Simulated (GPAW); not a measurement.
**Optical response of Mo**

Aim: the dielectric function of Mo, and the optical constants that follow from it.

Method: DFT, LDA, plane-wave PAW (GPAW data sets), scalar-relativistic, RPA, optical limit, in GPAW 26.7.0.

### Step 1. The structure

It takes space group Im-3m (No. 229, cubic). The conventional cell has a = 3.147 Å, b = 3.147 Å, c = 3.147 Å, α = 90.00°, β = 90.00°, γ = 90.00°. Nearest to Mo lie 8 Mo at 2.73 Å.

Structure file:

```cif
data_structure
_symmetry_space_group_name_H-M 'P 1'
_symmetry_Int_Tables_number 1
_cell_length_a 2.7252
_cell_length_b 2.7252
_cell_length_c 2.7252
_cell_angle_alpha 109.471
_cell_angle_beta 109.471
_cell_angle_gamma 109.471
_cell_volume 15.58
loop_
_atom_site_label
_atom_site_type_symbol
_atom_site_fract_x
_atom_site_fract_y
_atom_site_fract_z
_atom_site_occupancy
Mo1 Mo 0.00000 0.00000 0.00000 1
```

### Step 2. Ground state

First the ground state: is it a metal or has it a gap?

This step: DFT, LDA, plane-wave PAW (GPAW data sets), scalar-relativistic, ground state (GPAW 26.7.0).

File gs.py:

```python
from ase import Atoms
from ase.dft.bandgap import bandgap
from gpaw import GPAW, PW, FermiDirac

atoms = Atoms(['Mo'],
              cell=[[-1.573415000000, 1.573415000000, 1.573415000000],
                    [1.573415000000, -1.573415000000, 1.573415000000],
                    [1.573415000000, 1.573415000000, -1.573415000000]],
              scaled_positions=[[0.000000000000, 0.000000000000, 0.000000000000]],
              pbc=[True, True, True])
atoms.calc = GPAW(mode=PW(500), xc='LDA', kpts={'size': (10, 10, 10), 'gamma': True},
                  occupations=FermiDirac(0.05), maxiter=150, txt='gs.txt')
print('energy (eV)', atoms.get_potential_energy())
print('Fermi level (eV)', atoms.calc.get_fermi_level())
print('valence electrons', atoms.calc.get_number_of_electrons())
print('gap (eV)', bandgap(atoms.calc, output=None)[0])
print('direct gap (eV)', bandgap(atoms.calc, direct=True, output=None)[0])
atoms.calc.write('gs.gpw')
```

On the command line:

```
$ OMP_NUM_THREADS=1 python gs.py
```

Numbers of over 12 decimals in the logs are rounded to 6 here.

The log of the run:

```text
__  _  _
 | _ |_)|_||  |
 |__||  | ||/\| - 26.7.0

Versions:
  Python: 3.12.14
  ASE:    3.29.0
  Numpy:  2.5.5
  Scipy:  1.18.1
  Libxc:  7.0.0

Input parameters:
  mode=PW(ecut=500.0),
  kpts=MonkhorstPack(size=(10, 10, 10), gamma=True),
  maxiter=150,
  occupations=Occupations(name='fermi-dirac', width=0.05, fixmagmom=False),
  xc=XC(name='LDA')

Diagonalizing LCAO Hamiltonian
Converting LCAO to pw mode

       Mo

Atoms  # Å, Bohr magnetons
|   | symbol |        x |        y |        z |    initial magnetic moments |
| 0 |     Mo | 0.000000 | 0.000000 | 0.000000 | ( 0.0000,  0.0000,  0.0000) |

Unit cell  # Å
| periodic |         x |         y |         z |  lengths |     angles |
|      yes | -1.573415 |  1.573415 |  1.573415 | 2.725235 | 109.471221 |
|      yes |  1.573415 | -1.573415 |  1.573415 | 2.725235 | 109.471221 |
|      yes |  1.573415 |  1.573415 | -1.573415 | 2.725235 | 109.471221 |

Number of symmetries: 48
Symmetry operations  # r_c * U_cc + t_c -> r_c
|    | kind |            matrix            |
|  0 |  σ   |  1, 1, 1,  0, 0,-1,  0,-1, 0 |
|  1 |  C4  |  1, 1, 1,  0, 0,-1, -1, 0, 0 |
|  2 |  C2  |  1, 1, 1,  0,-1, 0,  0, 0,-1 |
|  3 |  S6  |  1, 1, 1,  0,-1, 0, -1, 0, 0 |
|  4 |  S6  |  1, 1, 1, -1, 0, 0,  0, 0,-1 |
|  5 |  C4  |  1, 1, 1, -1, 0, 0,  0,-1, 0 |
|  6 |  E   |  1, 0, 0,  0, 1, 0,  0, 0, 1 |
|  7 |  σ   |  1, 0, 0,  0, 1, 0, -1,-1,-1 |
|  8 |  σ   |  1, 0, 0,  0, 0, 1,  0, 1, 0 |
|  9 |  C3  |  1, 0, 0,  0, 0, 1, -1,-1,-1 |
| 10 |  C3  |  1, 0, 0, -1,-1,-1,  0, 1, 0 |
| 11 |  σ   |  1, 0, 0, -1,-1,-1,  0, 0, 1 |
| 12 |  σ   |  0, 1, 0,  1, 0, 0,  0, 0, 1 |
| 13 |  C2  |  0, 1, 0,  1, 0, 0, -1,-1,-1 |
| 14 |  C3  |  0, 1, 0,  0, 0, 1,  1, 0, 0 |
| 15 |  S4  |  0, 1, 0,  0, 0, 1, -1,-1,-1 |
| 16 |  S4  |  0, 1, 0, -1,-1,-1,  1, 0, 0 |
| 17 |  C3  |  0, 1, 0, -1,-1,-1,  0, 0, 1 |
| 18 |  C3  |  0, 0, 1,  1, 0, 0,  0, 1, 0 |
| 19 |  S4  |  0, 0, 1,  1, 0, 0, -1,-1,-1 |
| 20 |  σ   |  0, 0, 1,  0, 1, 0,  1, 0, 0 |
| 21 |  C3  |  0, 0, 1,  0, 1, 0, -1,-1,-1 |
| 22 |  C2  |  0, 0, 1, -1,-1,-1,  1, 0, 0 |
| 23 |  S4  |  0, 0, 1, -1,-1,-1,  0, 1, 0 |
| 24 |  C4  |  0, 0,-1,  1, 1, 1,  0,-1, 0 |
| 25 |  σ   |  0, 0,-1,  1, 1, 1, -1, 0, 0 |
| 26 |  S6  |  0, 0,-1,  0,-1, 0,  1, 1, 1 |
| 27 |  C2  |  0, 0,-1,  0,-1, 0, -1, 0, 0 |
| 28 |  C4  |  0, 0,-1, -1, 0, 0,  1, 1, 1 |
| 29 |  S6  |  0, 0,-1, -1, 0, 0,  0,-1, 0 |
| 30 |  S6  |  0,-1, 0,  1, 1, 1,  0, 0,-1 |
| 31 |  C4  |  0,-1, 0,  1, 1, 1, -1, 0, 0 |
| 32 |  C4  |  0,-1, 0,  0, 0,-1,  1, 1, 1 |
| 33 |  S6  |  0,-1, 0,  0, 0,-1, -1, 0, 0 |
| 34 |  σ   |  0,-1, 0, -1, 0, 0,  1, 1, 1 |
| 35 |  C2  |  0,-1, 0, -1, 0, 0,  0, 0,-1 |
| 36 |  C2  | -1, 0, 0,  1, 1, 1,  0, 0,-1 |
| 37 |  S6  | -1, 0, 0,  1, 1, 1,  0,-1, 0 |
| 38 |  S6  | -1, 0, 0,  0, 0,-1,  1, 1, 1 |
| 39 |  C2  | -1, 0, 0,  0, 0,-1,  0,-1, 0 |
| 40 |  C2  | -1, 0, 0,  0,-1, 0,  1, 1, 1 |
| 41 |  i   | -1, 0, 0,  0,-1, 0,  0, 0,-1 |
| 42 |  S4  | -1,-1,-1,  1, 0, 0,  0, 1, 0 |
| 43 |  C3  | -1,-1,-1,  1, 0, 0,  0, 0, 1 |
| 44 |  C3  | -1,-1,-1,  0, 1, 0,  1, 0, 0 |
| 45 |  σ   | -1,-1,-1,  0, 1, 0,  0, 0, 1 |
| 46 |  S4  | -1,-1,-1,  0, 0, 1,  1, 0, 0 |
| 47 |  C2  | -1,-1,-1,  0, 0, 1,  0, 1, 0 |

BZ-sampling:
  Number of BZ points: 1000
  Number of IBZ points: 47

  Monkhorst-Pack size: [10, 10, 10]
  Monkhorst-Pack shift: [0.05, 0.05, 0.05]

K-points  # in reciprocal-cell coordinates
|     |                                coordinates |     weight |
|   0 | (  0.00000000,   0.00000000,   0.00000000) | 0.00100000 |
|   1 | (  0.10000000,   0.00000000,   0.00000000) | 0.01200000 |
|   2 | (  0.10000000,   0.10000000,  -0.10000000) | 0.00600000 |
|   3 | (  0.20000000,   0.00000000,  -0.10000000) | 0.02400000 |
|   4 | (  0.20000000,   0.00000000,   0.00000000) | 0.01200000 |
|   5 | (  0.20000000,   0.10000000,  -0.10000000) | 0.02400000 |
|   6 | (  0.20000000,   0.20000000,  -0.20000000) | 0.00600000 |
|   7 | (  0.30000000,  -0.10000000,  -0.10000000) | 0.00800000 |
|   8 | (  0.30000000,   0.00000000,  -0.10000000) | 0.04800000 |
|   9 | (  0.30000000,   0.00000000,   0.00000000) | 0.01200000 |
| ... |                                            |            |
|  46 | (  0.50000000,   0.50000000,   0.50000000) | 0.00100000 |

Plane wave coefficients: 410
Cutoff: 500.0 eV

Spin-components: 1 (collinear spins)
Bands:           13
Projectors:      6
Spin-degeneracy: 2
Datatype:        complex128

Parallelization:
  kpt:    1
  domain: 1
  band:   1

Density:
  Valence electrons: 14.0
  Components: 1
  Grid points: [15 15 15]
  Charge: 0.0  # |e|

Potential:
  Grid points: [15 15 15]

species:
  Mo:
    name:    Molybdenum
    id:
    Z:       42.0
    valence: 14
    core:    28
    charge:  0.0  # [|e|]
    compensation charges:
      type: gauss
      rc: 0.38  # [Å]
      lmax: 2
    cutoffs:
      filter: 2.16  # [Å]
      core: 1.42  # [Å]
    projectors
    | kind |    occ | energy [eV] | rcut [Å] |
    |   4s |  2.000 |     -64.384 |    1.238 |
    |   5s |  1.000 |      -4.319 |    1.238 |
    |   4p |  6.000 |     -38.595 |    1.296 |
    |   5p |  0.000 |      -1.161 |    1.296 |
    |   4d |  5.000 |      -3.933 |    1.296 |
    |    d |        |      23.278 |    1.296 |

    Using partial waves for Mo as LCAO basis

Reference energy: -110019.813038  # eV

eigensolver:
  PPCG
  Converge bands: occupied
  niter=2

density mixing:
  MSR1-Mixer
  Pratt-step length: 0.05
  Maximum mixing coefficient: 0.75
  Old densities: 10
  SVD Regularization: 0.005
  Good broyden scale: 1.0
  Trust region scale: 1.0
  Backstep threshold: 4.0
  History deletion threshold: 6.0
  Fourier metric: weight=20.0, sigma=0.015

occupation numbers:
  Fermi-Dirac:
    width: 0.0500  # eV

poisson solver:
  ecut: 4000.0  # eV

xc functional:
  name: None

convergence criteria:
- Maximum [total energy] change in last 3 cyles: 0.0005 eV / valence electron
- Maximum integral of absolute [dens]ity change: 0.0001 electrons / valence electron
- Maximum integral of absolute [eigenst]ate change: 4e-08 eV^2 / valence electron
maximum number of iterations: 150

SCF iterations
|iter     |      energy | eigst |  dens |
|iter:   1||  -13.474835 | +0.36 |       |
|iter:   2||  -13.296932 | -1.90 | -0.99 |
|iter:   3||  -12.493203 | -1.08 | -1.03 |
|iter:   4||  -12.491606 | -3.47 | -1.96 |
|iter:   5||  -12.491161c| -4.07 | -2.20 |
|iter:   6||  -12.491166c| -6.36 | -3.67 |
|iter:   7||  -12.491166c| -7.46c| -3.99 |
|iter:   8||  -12.491166c| -8.75c| -5.10c|

Converged in 8 steps
SCF loop duration: 3.765 s (0.471 s/step)
Energy contributions relative to reference atoms: (reference = -110019.813038)

Energy contributions:
  Kinetic:         -13.499953
  Coulomb:           8.024924
  Zero:             -0.215024
  External:          0.000000
  Xc:               -6.796998
  Entropy:          -0.008230
  Spinorbit:         0.000000
  ----------------------------
  Free energy:     -12.495281
  Extrapolated:    -12.491166

dipole moment: (-5.899064, -5.899064, -5.899064)  # |e|*Ang

Fermi level: 13.427
Eigenvalues  # (at kpt = [0.000, 0.000, 0.000])
| band index |      eig [eV] | occ [0-2] |
|          0 |       -47.832 |     2.000 |
|          1 |       -21.182 |     2.000 |
|          2 |       -21.182 |     2.000 |
|          3 |       -21.182 |     2.000 |
|          4 |         6.104 |     2.000 |
|          5 |        11.969 |     2.000 |
|          6 |        11.969 |     2.000 |
|          7 |        11.969 |     2.000 |
|          8 |        14.933 |     0.000 |
|          9 |        14.933 |     0.000 |
|         10 |        39.636 |     0.000 |
|         11 |        39.636 |     0.000 |
|         12 |        43.151 |     0.000 |

No gap
No difference between direct/indirect transitions

--- standard output ---
energy (eV) -12.491166
Fermi level (eV) 13.427420
valence electrons 14.0
gap (eV) 0.0
direct gap (eV) 0.0
```

Elapsed: 6.2 s, on 1 thread of Intel Xeon at 2.70GHz, shared host; peak memory 0.13 GiB.

Numbers from this step:

```
energy       : -12.49 eV
Fermi energy : 13.43 eV
electrons    : 14
```

There are states at the Fermi level within the smearing, so the occupations stay smeared and the carriers get a Drude term.

### Step 3. Bands for the response

At the fixed density, many empty bands are solved on the mesh of the response, since the spectrum sums over them.

This step: DFT, LDA, plane-wave PAW (GPAW data sets), scalar-relativistic, bands at fixed density (GPAW 26.7.0).

File nscf.py:

```python
from ase.dft.bandgap import bandgap
from gpaw import GPAW, FermiDirac

calc = GPAW('gs.gpw').fixed_density(kpts={'size': (15, 15, 15), 'gamma': True}, nbands=24, convergence={'bands': 18},
                                    occupations=FermiDirac(0.05), txt='nscf.txt')
print('gap (eV)', bandgap(calc, output=None)[0])
print('direct gap (eV)', bandgap(calc, direct=True, output=None)[0])
print('top band over the Fermi level (eV)', min(calc.get_eigenvalues(kpt=k)[17] for k in range(len(calc.get_ibz_k_points()))) - calc.get_fermi_level())
calc.write('full.gpw', mode='all')
```

On the command line:

```
$ OMP_NUM_THREADS=1 python nscf.py
```

The log of the run:

```text
Diagonalizing LCAO Hamiltonian
Converting LCAO to pw mode
convergence criteria:
- Maximum integral of absolute [eigenst]ate change: 4e-08 eV^2 / valence electron
maximum number of iterations: 150

SCF iterations
|iter     |      energy | eigst |  dens |
|iter:   1||             | +2.92 |       |
|iter:   2||             | +0.47 |       |
|iter:   3||             | -1.65 |       |
|iter:   4||             | -3.89 |       |
|iter:   5||             | -5.94 |       |
|iter:   6||             | -7.51c|       |
SCF steps: 6
  __  _  _
 | _ |_)|_||  |
 |__||  | ||/\| - 26.7.0

Versions:
  Python: 3.12.14
  ASE:    3.29.0
  Numpy:  2.5.5
  Scipy:  1.18.1
  Libxc:  7.0.0

Input parameters:
  mode=PW(ecut=500.0),
  convergence={'bands': 18},
  gpts=array([15, 15, 15]),
  kpts=MonkhorstPack(size=(15, 15, 15), gamma=True),
  maxiter=150,
  nbands=24,
  occupations=Occupations(name='fermi-dirac', width=0.05, fixmagmom=False),
  parallel={},
  xc=XC(name='LDA')

--- standard output ---
gap (eV) 0.0
direct gap (eV) 0.0
top band over the Fermi level (eV) 28.539765
```

Elapsed: 14 s, on 1 thread; peak memory 0.16 GiB.

(Part 1 of 2 ends here.)

[Machine, clock and banner lines and Python warnings are left out of the logs.]

[Logs are printed without paths, hosts, clocks, repeated set-up lines and the standing remarks that a program may print on its own settings, such as how far it seeks lower states.]

[Hosts, paths, dates, database ids (printed as entryN), source tags and the programs' standing remarks are cut or masked in the printed files.]
